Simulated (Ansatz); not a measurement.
# ZrGe (model cell, started as layered BN type): the cell at rest

Task: relax ZrGe (model cell, started as layered BN type) tightly.

Main program and level: Ansatz 0.2.0; DFT PBE, scalar-relativistic, plane waves, PAW.

The structure was built from a prototype and need not be the compound's stable phase.

## Step 1: Set-up

Symmetry: P6_3/mmc, No. 194, hexagonal system. The conventional cell has a = 4.334 Å, b = 4.334 Å, c = 6.256 Å, α = 90.00°, β = 90.00°, γ = 120.00°. Zr has 3 Ge at 2.50 Å nearest. Nearest to Ge lie 3 Zr at 2.50 Å. Farther neighbours are not listed.

Structure file:

```cif
data_structure
_symmetry_space_group_name_H-M 'P6_3/mmc'
_symmetry_Int_Tables_number 194
_cell_length_a 4.3343
_cell_length_b 4.3343
_cell_length_c 6.2560
_cell_angle_alpha 90.000
_cell_angle_beta 90.000
_cell_angle_gamma 120.000
_cell_volume 101.78
loop_
_atom_site_label
_atom_site_type_symbol
_atom_site_symmetry_multiplicity
_atom_site_Wyckoff_symbol
_atom_site_fract_x
_atom_site_fract_y
_atom_site_fract_z
_atom_site_occupancy
Zr1 Zr 2 c 0.33333 0.66667 0.25000 1
Ge1 Ge 2 d 0.66667 0.33333 0.25000 1
```

## Step 2: Probe on a coarse mesh

A quick single point on a coarse mesh tells whether the cell has a gap and how far it is from rest, which sets the k mesh and smearing that follow.

The input, input.yaml:

```yaml
crystal:
  lattice:
    - [4.33428, 0.0, 0.0]
    - [-2.16714, 3.7536, 0.0]
    - [0.0, 0.0, 6.256]
  atoms:
    - { symbol: Zr, position: [0.333333, 0.666667, 0.25] }
    - { symbol: Zr, position: [0.666667, 0.333333, 0.75] }
    - { symbol: Ge, position: [0.666667, 0.333333, 0.25] }
    - { symbol: Ge, position: [0.333333, 0.666667, 0.75] }
kpoints:
  mp_grid: { grid: [6, 6, 4] }
hamiltonian:
  xc: pbe
scf:
  occupations: { method: gaussian, width: 0.1 }
output:
  forces: true
  stress: true
  eigenvalues: true
```

Launch:

```console
> ansatz run input.yaml --threads 4 --pin off --max-ram 7168MiB --backend cpu --events-out ev --progress --plain --runs-dir out
```

Numbers of over 12 decimals in the logs are rounded to 6 here.

Log:

```text
[...]
k-point 0: bands = [... 22 lower, 7.4117, 7.4433, 7.4433, 9.8440, 10.0668, 10.0668, 11.5517, 11.5517, ... 1 higher]
  k-point 1: bands = [... 22 lower, 7.3728, 7.3868, 7.3868, 8.6003, 10.3738, 10.3738, 11.4622, 11.4622, ... 1 higher]
  k-point 2: bands = [... 22 lower, 7.3354, 7.3354, 7.3496, 7.3496, 11.0159, 11.0159, 11.0159, 11.0159, ... 1 higher]
  k-point 20: bands = [... 22 lower, 7.9083, 7.9083, 8.3221, 8.3221, 10.0193, 10.0193, 11.1550, 11.1550, ... 1 higher]
[key lines of the parts left out:]
SCF converged after 6 iterations
Free energy (F): -16957.170278 eV
Fermi energy:    9.403360 eV
P = ⅓ Tr σ = 5.3718 GPa (53.718 kbar)
```

Wall time 1.6 s (4 threads of Arm Neoverse V2, shared host); peak memory 0.42 GiB.

Numbers from this step:

```yaml
pressure: 5.372 GPa
volume_per_atom: 25.44 Å³
gap_on_the_k_mesh: 0 eV
```

The coarse mesh shows no gap and a pressure of 5.4 GPa.

## Step 3: Relaxation

The cell and atoms are relaxed, since residual forces and stress would shift the frequencies.

Changes to input.yaml since step 2:

```diff
@@ -11,3 +11,3 @@
 kpoints:
-  mp_grid: { grid: [6, 6, 4] }
+  mp_grid: { grid: [12, 12, 6] }
 hamiltonian:
@@ -20 +20,10 @@
   eigenvalues: true
+  write_density: true
+  write_potential: true
+  elf: true
+  volumetric_format: npy
+relax:
+  adjacent_minimum: "off"
+  f_tol: 0.005
+  max_steps: 80
+  cell: { stress_tol: 0.05 }
```

Log:

```text
[...]
Crystal: 4 atoms, lattice volume = 101.780 Å³
Basis set: ecut = 420 eV, 1995 PW (Γ), exchange–correlation on 60×60×90 points (8 copies of the dense FFT grid, shifted against one another)
Bands: 32, of which v1, the nominal top of the filled ones, is band 26 counted from 1 (25 counted from 0)
Symmetry: 24 space group operations
[...]
k-points: 76 of 864
[...]
SCF iter   1: F=—  HF=-16957.183093 eV  |F-HF|=—  |Δ(HF+E_count)|=         —  Δρ=3.08e-3  dr2=1.39e-2  ethr=1.77e-3  ⟨swp⟩=5.3  Hψ=9368  notcnv=0
[...]
SCF iter   6: F=-16957.179657 eV  HF=-16957.179657 eV  |F-HF|=1.12e-8  |Δ(HF+E_count)|=   3.42e-7  Δρ=5.91e-6  dr2=2.32e-8  ethr=1.92e-10  ⟨swp⟩=11.8  Hψ=16421  notcnv=0
SCF 1 converged in 6 iterations: F = -16957.179657 eV  dr2 = 2.32e-8
[...]
relax step   1: F+E_penalty+E_count = -16957.17965734 eV  Δ(F+E_penalty+E_count) = +0.000e0 eV  max|allowed force component| = 1.434e-16 eV/Å  Δτ_max = 0.0000 Å  P = +5.427 GPa  Ω = 101.780 Å³  (6 SCF iters, dr2 threshold 1.00e-7 eV, accepted)
Crystal: 4 atoms, lattice volume = 103.140 Å³
Basis set: ecut = 420 eV, 2041 PW (Γ), exchange–correlation on 60×60×90 points (8 copies of the dense FFT grid, shifted against one another)
[...]
iter 1 solved again at ethr=2.36e-4 eV; its pass at ethr=3.10e-3 eV (dr2=1.23e-1 eV) is discarded
[...]
SCF iter   6: F=-16958.246553 eV  HF=-16958.246553 eV  |F-HF|=1.24e-7  |Δ(HF+E_count)|=   1.42e-6  Δρ=1.09e-5  dr2=1.48e-7  ethr=7.69e-10  ⟨swp⟩=8.5  Hψ=17373  notcnv=0
SCF 2 converged in 6 iterations: F = -16958.246553 eV  dr2 = 1.48e-7
relax step   2: F+E_penalty+E_count = -16958.24655301 eV  Δ(F+E_penalty+E_count) = -1.067e0 eV  max|allowed force component| = 1.989e-16 eV/Å  Δτ_max = 0.0000 Å  P = +0.473 GPa  Ω = 103.140 Å³  energy of the carried Pulay correction = -2.524e-4 eV  (6 SCF iters, dr2 threshold 4.00e-7 eV, accepted)
Crystal: 4 atoms, lattice volume = 100.728 Å³
Basis set: ecut = 420 eV, 1969 PW (Γ), exchange–correlation on 60×60×90 points (8 copies of the dense FFT grid, shifted against one another)
[...]
SCF iter   6: F=-16958.819135 eV  HF=-16958.819135 eV  |F-HF|=6.38e-8  |Δ(HF+E_count)|=   5.77e-7  Δρ=1.11e-5  dr2=7.66e-8  ethr=7.69e-10  ⟨swp⟩=10.7  Hψ=18526  notcnv=0
SCF 3 converged in 6 iterations: F = -16958.819135 eV  dr2 = 7.66e-8
  Residual-converged pass: ⟨swp⟩=1.0  Hψ=2736  notcnv=0  max |occ|·‖R‖ = 7.1e-9 eV (tolerance 1.0e-8 eV)  dr2=7.66e-8  dr2_onsite=6.43e-8  max |Δocc| = 1.1e-10
relax step   3: F+E_penalty+E_count = -16958.81913472 eV  Δ(F+E_penalty+E_count) = -5.726e-1 eV  max|allowed force component| = 1.480e-16 eV/Å  Δτ_max = 0.0000 Å  P = +0.736 GPa  Ω = 100.728 Å³  energy of the carried Pulay correction = +4.538e-6 eV  (6 SCF iters, dr2 threshold 4.00e-7 eV, accepted)
[...]
relax step   4: F+E_penalty+E_count = -16959.06608671 eV  Δ(F+E_penalty+E_count) = -2.470e-1 eV  max|allowed force component| = 1.122e-16 eV/Å  Δτ_max = 0.0000 Å  P = -1.503 GPa  Ω = 104.155 Å³  energy of the carried Pulay correction = -5.208e-4 eV  (6 SCF iters, dr2 threshold 4.00e-7 eV, accepted)
[...]
relax step   5: F+E_penalty+E_count = -16959.08323250 eV  Δ(F+E_penalty+E_count) = -1.715e-2 eV  max|allowed force component| = 7.517e-17 eV/Å  Δτ_max = 0.0000 Å  P = +0.104 GPa  Ω = 101.757 Å³  energy of the carried Pulay correction = -1.968e-4 eV  (5 SCF iters, dr2 threshold 4.00e-7 eV, accepted)
[...]
relax step   6: F+E_penalty+E_count = -16959.08327059 eV  Δ(F+E_penalty+E_count) = -3.809e-5 eV  max|allowed force component| = 1.110e-16 eV/Å  Δτ_max = 0.0000 Å  P = +0.003 GPa  Ω = 101.892 Å³  energy of the carried Pulay correction = -2.152e-4 eV  (4 SCF iters, dr2 threshold 4.55e-8 eV, accepted)
[...]
relax step   7: F+E_penalty+E_count = -16959.08616028 eV  Δ(F+E_penalty+E_count) = -2.890e-3 eV  max|allowed force component| = 3.701e-17 eV/Å  Δτ_max = 0.0000 Å  P = +0.060 GPa  Ω = 101.892 Å³  stress off target by 9.29e-2 GPa  SCF on the basis re-selected at this cell (its energy is not comparable with the rows above)  (9 SCF iters)
[...]
relax step   8: F+E_penalty+E_count = -16959.08617661 eV  Δ(F+E_penalty+E_count) = -1.633e-5 eV  max|allowed force component| = 1.654e-16 eV/Å  Δτ_max = 0.0000 Å  P = +0.003 GPa  Ω = 101.976 Å³  energy of the carried Pulay correction = -1.147e-5 eV  (4 SCF iters, dr2 threshold 2.16e-8 eV, accepted)
[...]
SCF iter   6: F=-16959.086189 eV  HF=-16959.086189 eV  |F-HF|=0.00e0  |Δ(HF+E_count)|=    0.00e0  Δρ=1.22e-7  dr2=1.79e-11  ethr=1.00e-12  ⟨swp⟩=4.0  Hψ=12471  notcnv=0
SCF 9 converged in 6 iterations: F = -16959.086189 eV  dr2 = 1.79e-11
relax step   9: F+E_penalty+E_count = -16959.08618854 eV  Δ(F+E_penalty+E_count) = -1.193e-5 eV  max|allowed force component| = 1.145e-16 eV/Å  Δτ_max = 0.0000 Å  P = +0.002 GPa  Ω = 101.976 Å³  stress off target by 3.10e-3 GPa  SCF on the basis re-selected at this cell (its energy is not comparable with the rows above)  (6 SCF iters)
[...]
SCF converged after 6 iterations
Free energy (F): -16959.086189 eV
[...]
Internal energy: -16959.081427 eV  (E = F + TS)
E sigma→0 (E₀):  -16959.083808 eV
Entropy (-TS):   -0.004762 eV (-1.191 meV/atom)
Fermi energy:    9.199763 eV
[...]
--- Stress (GPa, compression-positive) ---
        0.003102       0.000000      -0.000000
        0.000000       0.003102      -0.000000
       -0.000000      -0.000000       0.000816
  P = ⅓ Tr σ = 0.0023 GPa (0.023 kbar)
--- Band table (eV; the first three rows and the last of 76) ---
  k-point 0: bands = [... 22 lower, 7.6263, 7.7590, 7.7590, 9.5778, 9.5778, 10.4728, 11.6453, 11.6453, ... 2 higher]
  k-point 1: bands = [... 22 lower, 7.4449, 7.5983, 7.5983, 9.6108, 9.9186, 9.9186, 11.7693, 11.7693, ... 2 higher]
  k-point 2: bands = [... 22 lower, 7.3087, 7.3596, 7.3596, 8.1569, 10.6532, 10.6532, 11.8387, 11.8387, ... 2 higher]
  k-point 75: bands = [... 22 lower, 7.4914, 7.4914, 8.2449, 8.2449, 9.9499, 9.9499, 11.7142, 11.7142, ... 2 higher]
--- Relaxed structure (7 steps of the walk, 7 accepted, 2 SCFs on fresh bases) ---
  F+E_penalty+E_count = -16959.08618854 eV   max|allowed force component| = 1.145e-16 eV/Å   (the final SCF, on the basis selected at the relaxed cell)
  cell:  # Å, volume = 101.9765 Å³
    - [4.677671, 0.0, 0.0]
    - [-2.338836, 4.050982, 0.0]
    - [0.0, 0.0, 5.381581]
  atoms:
    - { symbol: Zr, position: [0.333333, 0.666667, 0.25] }
    - { symbol: Zr, position: [0.666667, 0.333333, 0.750000] }
    - { symbol: Ge, position: [0.666667, 0.333333, 0.25] }
    - { symbol: Ge, position: [0.333333, 0.666667, 0.750000] }
```

Run time: 41 s. Hardware: 4 threads; peak memory 0.57 GiB; 2.6 min of CPU time.

Step by step:

| step | energy less that of the first step (eV) | largest force component (eV/Å) | pressure (GPa) | volume (Å³) |
| --- | --- | --- | --- | --- |
| 1 | 0.0000 | 0.0000 | 5.43 | 101.78 |
| 2 | -1.0669 | 0.0000 | 0.47 | 103.14 |
| 3 | -1.6395 | 0.0000 | 0.74 | 100.73 |
| 4 | -1.8864 | 0.0000 | -1.50 | 104.16 |
| 5 | -1.9036 | 0.0000 | 0.10 | 101.76 |
| 6 | -1.9036 | 0.0000 | 0.00 | 101.89 |
| 7* | -1.9065 | 0.0000 | 0.06 | 101.89 |
| 8 | -1.9065 | 0.0000 | 0.00 | 101.98 |
| 9* | -1.9065 | 0.0000 | 0.00 | 101.98 |

Relaxation steps marked * repeat the geometry before them on a plane-wave basis chosen anew for their cell, so energy and pressure can jump there.

The run keeps the 24 symmetry operations that it works with, so distortions that break them were not tested.

| cell as run | before | after | change |
| --- | --- | --- | --- |
| a (Å) | 4.334 | 4.678 | +7.9 % |
| b (Å) | 4.334 | 4.678 | +7.9 % |
| c (Å) | 6.256 | 5.382 | -14.0 % |
| volume (Å³/atom) | 25.44 | 25.49 | +0.2 % |

This step gave:

```yaml
pressure: 0.002340 GPa
volume_per_atom: 25.49 Å³
```

Valence density in the ac plane at fractional y = 0.333, with atoms of Zr and Ge within 0.2 Å of it. It is the smooth field of the valence electrons, not physical close to the nuclei.

Ten steps, logarithmic in the rise over the least value, from '0' (0 e/Å³) to '9' (39 e/Å³), each cell a mean:
```
00000000111000
00000001333200
00000013454310
00000014545420
00000013455410
00000002444210
00000001122100
00000000111000
00000000111000
00000001222100
00000012576210
00000013798410
00000012687310
00000001343110
00000001111100
00000000111000
```
Columns run along a (4.7 Å), rows up along c (5.4 Å). Atoms in or near the plane, at fractional coordinates: Zr at (0.67, 0.75), Ge at (0.67, 0.25).

Electrostatic potential energy in the ac plane at fractional y = 0.333, with atoms of Zr and Ge within 0.2 Å of it. With pseudopotentials it is smooth inside the atoms' cores, unlike the true potential.

Ten even steps from '0' (-57 eV) to '9' (13 eV), each cell a mean:
```
99999998878899
99999987544789
99999985100479
99999973000268
99999984000378
99999986322589
99999998767899
99999999888999
99999999888999
99999998666899
99999996444689
99999985423579
99999986434589
99999997655799
99999999878899
99999999989999
```
Columns run along a (4.7 Å; values clipped at the 3rd and 97th percentile), rows up along c (5.4 Å). Atoms in or near the plane, at fractional coordinates: Zr at (0.67, 0.75), Ge at (0.67, 0.25).

ELF in the ac plane at fractional y = 0.333, with atoms of Zr and Ge within 0.2 Å of it. It is the smooth field of the valence electrons, not physical close to the nuclei.

Ten even steps from '_' (0.02) to '@' (0.78), each cell a mean:
```
==++++++==--::..--==--::..::
++******++::..--##@@%%==....
++######++::::%%@@%%@@%%--..
++######**::--@@##..++@@++::
++######**::--@@%%++##@@==::
++######++::..++@@@@@@**::..
==++**++==--..::==**++::..::
==--------==------====----==
--......--++**##******####++
--..____::**##**++====**####
--______::**##==::__..==**##
--..____::****--______--**##
--______::****==..____--**##
--______::**##++==----++####
--..__..--++####**++**####**
--::::::--==++++++++++++++==
```
Columns run along a (4.7 Å), rows up along c (5.4 Å). Atoms in or near the plane, at fractional coordinates: Zr at (0.67, 0.75), Ge at (0.67, 0.25).

In this step the volume went from 25.44 to 25.49 Å³/atom.

## Step 4: Relaxing to small forces for the phonons

Phonons need a cell at rest on their own settings, so the relaxation is repeated with tight tolerances on forces and stress on the k mesh and occupations of the first response run.

The input, input.yaml:

```yaml
crystal:
  lattice:
    - [4.6776712725, 0.0, 0.0]
    - [-2.3388356363, 4.0509821526, 0.0]
    - [0.0, 0.0, 5.3815812226]
  atoms:
    - { symbol: Zr, position: [0.3333333333, 0.6666666667, 0.25] }
    - { symbol: Zr, position: [0.6666666667, 0.3333333333, 0.75] }
    - { symbol: Ge, position: [0.6666666667, 0.3333333333, 0.25] }
    - { symbol: Ge, position: [0.3333333333, 0.6666666667, 0.75] }
kpoints:
  mp_grid: { grid: [12, 12, 6] }
hamiltonian:
  xc: pbe
scf:
  occupations: { method: methfessel_paxton, width: 0.15 }
output:
  forces: true
  stress: true
  eigenvalues: true
relax:
  adjacent_minimum: "off"
  f_tol: 0.001
  max_steps: 60
  cell: { stress_tol: 0.01 }
```

Log:

```text
[...]
Crystal: 4 atoms, lattice volume = 101.976 Å³
Basis set: ecut = 420 eV, 1991 PW (Γ), exchange–correlation on 64×64×72 points (8 copies of the dense FFT grid, shifted against one another)
Bands: 32, of which v1, the nominal top of the filled ones, is band 26 counted from 1 (25 counted from 0)
[... 1 set-up line as in the run before ...]
[...]
k-points: 76 of 864
[...]
--- Relaxed structure (1 steps of the walk, 1 accepted, 1 SCFs on fresh bases) ---
[...]
cell:  # Å, volume = 101.9765 Å³
    - [4.677671, 2.886735094059625e-11, 0.0]
    - [-2.338836, 4.050982, 0.0]
    - [0.0, 0.0, 5.3815812226]
  atoms:
    - { symbol: Zr, position: [0.333333, 0.666667, 0.250000] }
    - { symbol: Zr, position: [0.666667, 0.333333, 0.750000] }
    - { symbol: Ge, position: [0.666667, 0.333333, 0.250000] }
    - { symbol: Ge, position: [0.333333, 0.666667, 0.750000] }
[key lines of the parts left out:]
SCF converged after 5 iterations
Free energy (F): -16959.083932 eV
Fermi energy:    9.197088 eV
P = ⅓ Tr σ = -0.0023 GPa (-0.023 kbar)
```

Run time: 8.4 s. Hardware: 4 threads; peak memory 0.55 GiB; 30 s of CPU time.

Little changed from the start: no atom moved by 0.005 Å and no cell edge by 0.1 %.

Numbers from this step:

```
pressure : -0.002269 GPa
```

The forces vanish by symmetry and the pressure is -0.002 GPa, within the tolerances set. The cell now holds 25.49 Å³/atom.

## Step 5: Outcome

```json
{
  "space group after relaxation": "P6_3/mmc",
  "lattice constant a": "4.678 Å",
  "lattice constant b": "4.678 Å",
  "lattice constant c": "5.382 Å",
  "volume per atom": "25.5 Å³"
}
```

**Reading.** The forces vanish by symmetry and the pressure is -0.002 GPa, within the tolerances set. The cell now holds 25.49 Å³/atom. The relaxation keeps the symmetry of its start, so it says nothing on stability against lower symmetry. The starting cell was built on a prototype and not taken from a measurement, so the phase need not exist.

[Logs are printed without paths, hosts, clocks, repeated set-up lines and the standing remarks that a program may print on its own settings, such as how far it seeks lower states.]

[Hosts, paths, dates, database ids (printed as entryN), source tags and the programs' standing remarks are cut or masked in the printed files.]
